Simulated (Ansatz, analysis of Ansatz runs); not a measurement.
# Li2SnF6 (P-31m), nudged elastic band: H transfer from F to F (q = +1)

Aim: the barrier of one jump in Li2SnF6 (P-31m) at charge +1: H transfer from F to F. The model is a cell of 72 host atoms with 1 H put in; H is the atom that moves.

Method: plane-wave PAW DFT, PBEsol; relaxation of all atoms of a defect supercell at fixed charge in a uniform background, in Ansatz 0.2.0.

## Step 1: The starting structure

The cell holds 73 atoms: 16 Li, 8 Sn, 48 F and 1 H. Cell: a = 9.926 Å, b = 9.926 Å, c = 9.129 Å, α = 90.0°, β = 90.0°, γ = 120.0°. It derives from Li2SnF6 (space group P-31m). Nearest the centre at fractional (0.418, 0.582, 0.750): H73 at 0.40 Å, F33 at 1.39 Å, F72 at 1.39 Å, Li28 at 1.45 Å, F14 at 2.43 Å, F67 at 2.43 Å, Li65 at 2.48 Å, Li11 at 2.48 Å. The cell carries charge +1.

The cell's shortest repeat is 9.1 Å.

## Step 2: Relaxation of the start point, charge +1

The ends come first: from an unrelaxed start the top is counted from too high an energy, and the barrier comes out too low. Small random displacements break the symmetry of the ideal sites, so that the defect can distort if it gains by it. The charge of +1 is set by the electron count, and a uniform background keeps the cell neutral.

qp1.start/input.yaml

```yaml
crystal:
  lattice:
    - [9.92600377, 6.0e-08, 0.0]
    - [-4.96300194, 8.5961714, 0.0]
    - [0.0, 0.0, 9.1294056]
  atoms:
    - { symbol: Li, position: [0.33333333, 0.16666667, 0.25] }
    - { symbol: Li, position: [0.16666667, 0.33333333, 0.25] }
    - { symbol: Sn, position: [0.0, 0.0, 0.0] }
    - { symbol: F, position: [0.16302591, 0.16302591, 0.12665251] }
    - { symbol: F, position: [0.33697409, 0.33697409, 0.37334749] }
    - { symbol: F, position: [0.33697409, 0.0, 0.12665251] }
    - { symbol: F, position: [0.16302591, 0.0, 0.37334749] }
    - { symbol: F, position: [0.0, 0.33697409, 0.12665251] }
    - { symbol: F, position: [0.0, 0.16302591, 0.37334749] }
    - { symbol: Li, position: [0.33333333, 0.16666667, 0.75] }
    - { symbol: Li, position: [0.16666667, 0.33333333, 0.75] }
    - { symbol: Sn, position: [0.0, 0.0, 0.5] }
    - { symbol: F, position: [0.16302591, 0.16302591, 0.62665251] }
    - { symbol: F, position: [0.33697409, 0.33697409, 0.87334749] }
    - { symbol: F, position: [0.33697409, 0.0, 0.62665251] }
    - { symbol: F, position: [0.16302591, 0.0, 0.87334749] }
    - { symbol: F, position: [0.0, 0.33697409, 0.62665251] }
    - { symbol: F, position: [0.0, 0.16302591, 0.87334749] }
    - { symbol: Li, position: [0.33333333, 0.66666667, 0.25] }
    - { symbol: Li, position: [0.16666667, 0.83333333, 0.25] }
    - { symbol: Sn, position: [0.0, 0.5, 0.0] }
    - { symbol: F, position: [0.16302591, 0.66302591, 0.12665251] }
    - { symbol: F, position: [0.33697409, 0.83697409, 0.37334749] }
    - { symbol: F, position: [0.33697409, 0.5, 0.12665251] }
    - { symbol: F, position: [0.16302591, 0.5, 0.37334749] }
    - { symbol: F, position: [0.0, 0.83697409, 0.12665251] }
    - { symbol: F, position: [0.0, 0.66302591, 0.37334749] }
    - { symbol: Li, position: [0.33333333, 0.66666667, 0.75] }
    - { symbol: Li, position: [0.16666667, 0.83333333, 0.75] }
    - { symbol: Sn, position: [0.0, 0.5, 0.5] }
    - { symbol: F, position: [0.16302591, 0.66302591, 0.62665251] }
    - { symbol: F, position: [0.33697409, 0.83697409, 0.87334749] }
    - { symbol: F, position: [0.33697409, 0.5, 0.62665251] }
    - { symbol: F, position: [0.16302591, 0.5, 0.87334749] }
    - { symbol: F, position: [0.0, 0.83697409, 0.62665251] }
    - { symbol: F, position: [0.0, 0.66302591, 0.87334749] }
    - { symbol: Li, position: [0.83333333, 0.16666667, 0.25] }
    - { symbol: Li, position: [0.66666667, 0.33333333, 0.25] }
    - { symbol: Sn, position: [0.5, 0.0, 0.0] }
    - { symbol: F, position: [0.66302591, 0.16302591, 0.12665251] }
    - { symbol: F, position: [0.83697409, 0.33697409, 0.37334749] }
    - { symbol: F, position: [0.83697409, 0.0, 0.12665251] }
    - { symbol: F, position: [0.66302591, 0.0, 0.37334749] }
    - { symbol: F, position: [0.5, 0.33697409, 0.12665251] }
    - { symbol: F, position: [0.5, 0.16302591, 0.37334749] }
    - { symbol: Li, position: [0.83333333, 0.16666667, 0.75] }
    - { symbol: Li, position: [0.66666667, 0.33333333, 0.75] }
    - { symbol: Sn, position: [0.5, 0.0, 0.5] }
    - { symbol: F, position: [0.66302591, 0.16302591, 0.62665251] }
    - { symbol: F, position: [0.83697409, 0.33697409, 0.87334749] }
    - { symbol: F, position: [0.83697409, 0.0, 0.62665251] }
    - { symbol: F, position: [0.66302591, 0.0, 0.87334749] }
    - { symbol: F, position: [0.5, 0.33697409, 0.62665251] }
    - { symbol: F, position: [0.5, 0.16302591, 0.87334749] }
    - { symbol: Li, position: [0.83333333, 0.66666667, 0.25] }
    - { symbol: Li, position: [0.66666667, 0.83333333, 0.25] }
    - { symbol: Sn, position: [0.5, 0.5, 0.0] }
    - { symbol: F, position: [0.66302591, 0.66302591, 0.12665251] }
    - { symbol: F, position: [0.83697409, 0.83697409, 0.37334749] }
    - { symbol: F, position: [0.83697409, 0.5, 0.12665251] }
    - { symbol: F, position: [0.66302591, 0.5, 0.37334749] }
    - { symbol: F, position: [0.5, 0.83697409, 0.12665251] }
    - { symbol: F, position: [0.5, 0.66302591, 0.37334749] }
    - { symbol: Li, position: [0.83333333, 0.66666667, 0.75] }
    - { symbol: Li, position: [0.66666667, 0.83333333, 0.75] }
    - { symbol: Sn, position: [0.5, 0.5, 0.5] }
    - { symbol: F, position: [0.66302591, 0.66302591, 0.62665251] }
    - { symbol: F, position: [0.83697409, 0.83697409, 0.87334749] }
    - { symbol: F, position: [0.83697409, 0.5, 0.62665251] }
    - { symbol: F, position: [0.66302591, 0.5, 0.87334749] }
    - { symbol: F, position: [0.5, 0.83697409, 0.62665251] }
    - { symbol: F, position: [0.5, 0.66302591, 0.87334749] }
    - { symbol: H, position: [0.394126, 0.558671, 0.714863] }
total_charge: 1
basis:
  ecutwfc: 420
  xc_grid: 2
hamiltonian:
  xc: pbesol
kpoints:
  mp_grid: { grid: [1, 1, 1], shift: [0.25, 0.25, 0.25] }
scf:
  occupations: { method: fixed }
  max_iter: 100
output:
  forces: true
relax:
  f_tol: 0.02
  max_steps: 70
  random_displacement: { amplitude: 0.03, seed: 9146 }
```

Started as:

```
$ ansatz run input.yaml --threads 4 --pin off --max-ram 14131MiB --backend cpu --events-out ev --progress --plain --runs-dir out
```

What it wrote:

```text
The last accepted step is kept in <dir> (removed where the run ends without a failure and the disk answers)
Engine: ansatz 0.2.0, aarch64-unknown-linux-gnu
Pseudopotentials: kind: paw
Pseudopotential: Li, paw, valence charge 3, recommended cutoff 420 eV (normal), Li.paw.azcp
Pseudopotential: Sn, paw, valence charge 14, recommended cutoff 420 eV (normal), Sn.paw.azcp
Pseudopotential: F, paw, valence charge 7, recommended cutoff 420 eV (normal), F.paw.azcp
Pseudopotential: H, paw, valence charge 1, recommended cutoff 420 eV (normal), H.paw.azcp
Functional definition: PBEsol
  exchange = pbesol_x
  correlation = pbesol_c
Crystal: 73 atoms, lattice volume = 778.972 Å³
Basis set: ecut = 420 eV, 15259 PW (Γ), exchange–correlation on 144×144×128 points (8 copies of the dense FFT grid, shifted against one another)
Bands: 321, of which v1, the nominal top of the filled ones, is band 248 counted from 1 (247 counted from 0)
Symmetry: 1 space group operations
k-points: 1
Non-local potential: Li, projectors of the file, l = 0: 3, l = 1: 2, l = 2: 1
Non-local potential: Sn, projectors of the file, l = 0: 2, l = 1: 2, l = 2: 2, l = 3: 2
Non-local potential: F, projectors of the file, l = 0: 2, l = 1: 2, l = 2: 1
Non-local potential: H, projectors of the file, l = 0: 2, l = 1: 1
PAW form: soft (Blöchl's): semilocal exchange-correlation on the pseudo side does not see the compensation charge
PAW frozen core: Sn, regenerated for the run's functional, and the local potential with it (the file was generated under x = pbe(κ = 0.804, μ = 0.219515), c = pbe(β = 0.066725))
PAW frozen core: F, regenerated for the run's functional, and the local potential with it (the file was generated under x = pbe(κ = 0.804, μ = 0.219515), c = pbe(β = 0.066725))
PAW one-centre angular grid: Li, 110 points (default); XC on 64 Gauss nodes
PAW one-centre angular grid: Sn, 590 points (default); XC on 64 Gauss nodes
PAW one-centre angular grid: F, 110 points (default); XC on 64 Gauss nodes
PAW one-centre angular grid: H, 110 points (default); XC on 64 Gauss nodes
Initial density: superposition of atomic densities (neutral atoms scaled as one to the charged cell's electrons: chi_scale 0, normalization atom), corrected by the library's trained network
Initial wavefunctions: pseudopotential atomic-orbital guess
Functional: x = pbesol(κ = 0.804, μ = 0.123457), c = pbesol(β = 0.046)
SCF iter   1: F=—  HF=-89349.824001 eV  |F-HF|=—  |Δ(HF+E_count)|=         —  Δρ=1.02e-2  dr2=6.06e-1  ethr=1.77e-3  ⟨swp⟩=5.0  Hψ=1008  notcnv=0  defer=71
preconditioner: auto → Resta (q_TF=auto, 2.531 Å⁻¹)  ε∞=2.9  [insulator: Δε(μ)=4.514 eV  Ē_g=20.674 eV  n_scr=210 (ndim 8)  ℏωp=28.7 eV  f_vac=0.045  ε∞_Penn≈2.9]
SCF iter   2: F=—  HF=-89349.651148 eV  |F-HF|=—  |Δ(HF+E_count)|=   1.73e-1  Δρ=2.03e-3  dr2=2.59e-2  ethr=1.22e-4  ⟨swp⟩=2.0  Hψ=477  notcnv=0  defer=71
SCF iter   3: F=—  HF=-89349.641185 eV  |F-HF|=—  |Δ(HF+E_count)|=   9.96e-3  Δρ=8.06e-4  dr2=8.29e-3  ethr=5.22e-6  ⟨swp⟩=2.0  Hψ=403  notcnv=0  defer=71
SCF iter   4: F=—  HF=-89349.636919 eV  |F-HF|=—  |Δ(HF+E_count)|=   4.27e-3  Δρ=2.63e-4  dr2=4.54e-4  ethr=1.67e-6  ⟨swp⟩=2.0  Hψ=507  notcnv=0  defer=71
SCF iter   5: F=—  HF=-89349.636881 eV  |F-HF|=—  |Δ(HF+E_count)|=   3.77e-5  Δρ=1.60e-4  dr2=1.40e-4  ethr=9.16e-8  ⟨swp⟩=2.0  Hψ=490  notcnv=0  defer=71
SCF iter   6: F=-89349.636860 eV  HF=-89349.636861 eV  |F-HF|=1.29e-6  |Δ(HF+E_count)|=   2.02e-5  Δρ=3.44e-5  dr2=7.70e-6  ethr=2.02e-9  ⟨swp⟩=3.0  Hψ=1247  notcnv=0
SCF 1 converged in 6 iterations: F = -89349.636860 eV  dr2 = 7.70e-6
  greatest PAW one-centre occupation: 1.000 electrons in one spin orbital (limit 2), on the Li atom at site 27 (counted from 0), in its partial waves of l = 0
relax step   1: F+E_penalty+E_count = -89349.63685989 eV  Δ(F+E_penalty+E_count) = +0.000e0 eV  max|allowed force component| = 3.828e0 eV/Å  Δτ_max = 0.0000 Å  (6 SCF iters, dr2 threshold 1.00e-5 eV, accepted)
[... the SCF cycles and remarks between the steps are left out from here to the last step ...]
relax step   2: F+E_penalty+E_count = -89351.32941789 eV  Δ(F+E_penalty+E_count) = -1.693e0 eV  max|allowed force component| = 1.682e0 eV/Å  Δτ_max = 0.1518 Å  (7 SCF iters, dr2 threshold 1.00e-4 eV, accepted)
relax step   3: F+E_penalty+E_count = -89351.89591013 eV  Δ(F+E_penalty+E_count) = -5.665e-1 eV  max|allowed force component| = 5.535e-1 eV/Å  Δτ_max = 0.1979 Å  (6 SCF iters, dr2 threshold 1.00e-4 eV, accepted)
relax step   4: F+E_penalty+E_count = -89351.98823738 eV  Δ(F+E_penalty+E_count) = -9.233e-2 eV  max|allowed force component| = 2.386e-1 eV/Å  Δτ_max = 0.0736 Å  (5 SCF iters, dr2 threshold 3.32e-5 eV, accepted)
relax step   5: F+E_penalty+E_count = -89352.01937758 eV  Δ(F+E_penalty+E_count) = -3.114e-2 eV  max|allowed force component| = 1.737e-1 eV/Å  Δτ_max = 0.0540 Å  (6 SCF iters, dr2 threshold 6.16e-6 eV, accepted)
relax step   6: F+E_penalty+E_count = -89352.00145712 eV  Δ(F+E_penalty+E_count) = +1.792e-2 eV  max|allowed force component| = 7.880e-1 eV/Å  Δτ_max = 0.0864 Å  (7 SCF iters, dr2 threshold 5.60e-6 eV, rejected (line search))
relax step   7: F+E_penalty+E_count = -89352.03629715 eV  Δ(F+E_penalty+E_count) = -1.692e-2 eV  max|allowed force component| = 7.024e-2 eV/Å  Δτ_max = 0.0427 Å  (9 SCF iters, accepted)
relax step   8: F+E_penalty+E_count = -89352.04171598 eV  Δ(F+E_penalty+E_count) = -5.419e-3 eV  max|allowed force component| = 1.742e-2 eV/Å  Δτ_max = 0.0493 Å  (7 SCF iters, dr2 threshold 8.07e-7 eV, accepted)
iter 1 solved again at ethr=6.41e-11 eV; its pass at ethr=3.10e-3 eV (dr2=3.18e-7 eV) is discarded
SCF iter   1: F=—  HF=-89352.042185 eV  |F-HF|=—  |Δ(HF+E_count)|=         —  Δρ=7.39e-6  dr2=3.18e-7  ethr=6.41e-11  ⟨swp⟩=1.0  Hψ=684  notcnv=0  defer=65
SCF iter   2: F=—  HF=-89352.041716 eV  |F-HF|=—  |Δ(HF+E_count)|=   4.69e-4  Δρ=3.36e-6  dr2=9.58e-8  ethr=2.02e-11  ⟨swp⟩=3.0  Hψ=1071  notcnv=0
SCF iter   3: F=-89352.041716 eV  HF=-89352.041716 eV  |F-HF|=6.14e-9  |Δ(HF+E_count)|=   4.76e-8  Δρ=1.89e-6  dr2=3.20e-8  ethr=1.93e-11  ⟨swp⟩=2.0  Hψ=962  notcnv=0
SCF 9 converged in 3 iterations: F = -89352.041716 eV  dr2 = 3.20e-8
relax step   9: F+E_penalty+E_count = -89352.04171607 eV  Δ(F+E_penalty+E_count) = -9.057e-8 eV  max|allowed force component| = 1.720e-2 eV/Å  Δτ_max = 0.0000 Å  (3 SCF iters, accepted)
SCF converged after 3 iterations
Free energy (F): -89352.041716 eV
Harris-Foulkes:  -89352.041716 eV  (|F-HF|=6.14e-9)
Internal energy: -89352.041716 eV  (E = F + TS)
E sigma→0 (E₀):  -89352.041716 eV
Fermi energy:    1.878235 eV
--- Per-component energies (eV) ---
  E_band       = -4206.085477
  E_kinetic    = 11772.644880
  E_local      = -37488.762992  (includes V_loc(G=0)·N_el)
  E_nonlocal   = 2800.702480
  E_hartree    = 15449.347739
  E_xc         = -6947.310687
  E_vxc        = -5832.110302  (∫ρ·V_xc dr)
  E_paw        = -42243.192461  (= ΣΔE_a)
  E_vpaw       = -6357.352916  (= ΣTr[D̂ρ^β])
  E_aug_tail   = 0.098946  (compensation charges beyond the density's cutoff)
  E_ewald      = -32699.885586
  E_core_change = 4.315965  (= ΣΔE_core)
  E_smearing   = -0.000000  (= −TS)
  E_closure    = -0.000000  (closes the sum)
  E_deformation_potential = 13.498042  (in the stress; not in F)
  Σ components = -89352.041716   (vs F -89352.041716, Δ=0.00e0)
--- Forces (eV/Å), atoms counted from 1 ---
  atom   1  Li     0.00092018    -0.00091495     0.00074233
  atom   2  Li     0.00061584     0.00030679    -0.00053558
  [... 8 atoms left out ...]
  atom  11  Li    -0.00466730    -0.00390018    -0.00200876
  [... 2 atoms left out ...]
  atom  14  F     -0.00127648     0.00264736    -0.00401340
  [... 13 atoms left out ...]
  atom  28  Li     0.00767153    -0.00563432    -0.00370904
  [... 4 atoms left out ...]
  atom  33  F      0.01120486     0.00043273     0.00086660
  atom  34  F     -0.00023448     0.00235263    -0.00101644
  [... 30 atoms left out ...]
  atom  65  Li     0.00255117     0.00792000    -0.00027221
  [... 1 atom left out ...]
  atom  67  F     -0.00229873     0.00167274     0.00328820
  [... 3 atoms left out ...]
  atom  71  F     -0.00114263    -0.00048193     0.00012262
  atom  72  F      0.00713031    -0.00795420    -0.00115579
  atom  73  H      0.00532419    -0.00042578     0.00508379
  max |Σ_I F_I| component: 7.41e-6 eV/Å
--- Relaxed structure (9 steps of the walk, 8 accepted, 0 SCFs on fresh bases) ---
  F+E_penalty+E_count = -89352.04171607 eV   max|allowed force component| = 1.720e-2 eV/Å
  atoms:
    - { symbol: Li, position: [0.328870, 0.159051, 0.254048] }
    - { symbol: Li, position: [0.162964, 0.332468, 0.250107] }
    [... 8 atoms left out ...]
    - { symbol: Li, position: [0.152045, 0.322538, 0.756925] }
    [... 2 atoms left out ...]
    - { symbol: F, position: [0.335895, 0.333922, 0.874970] }
    [... 13 atoms left out ...]
    - { symbol: Li, position: [0.309980, 0.689100, 0.750066] }
    [... 4 atoms left out ...]
    - { symbol: F, position: [0.358650, 0.510436, 0.645117] }
    - { symbol: F, position: [0.164794, 0.504465, 0.869835] }
    [... 30 atoms left out ...]
    - { symbol: Li, position: [0.675873, 0.846444, 0.742166] }
    [... 1 atom left out ...]
    - { symbol: F, position: [0.664777, 0.662717, 0.623732] }
    [... 3 atoms left out ...]
    - { symbol: F, position: [0.494188, 0.834060, 0.629240] }
    - { symbol: F, position: [0.487806, 0.639894, 0.853135] }
    - { symbol: H, position: [0.430561, 0.567498, 0.748778] }
```

Run time: 2 min. Hardware: 4 threads of Arm Neoverse V1, shared host; peak memory 1.5 GiB.

(Part 1 of 2 ends here.)

[Long decimals in the printed logs are rounded to 6 places.]

[Repeated set-up lines and some long k-point lines are left out of the logs, and relaxed atomic positions are cut to six decimals.]

[Logs are printed without paths, hosts, clocks, repeated set-up lines and the standing remarks that a program may print on its own settings, such as how far it seeks lower states.]

[Hosts, paths, dates, database ids (printed as entryN), source tags and the programs' standing remarks are cut or masked in the printed files.]
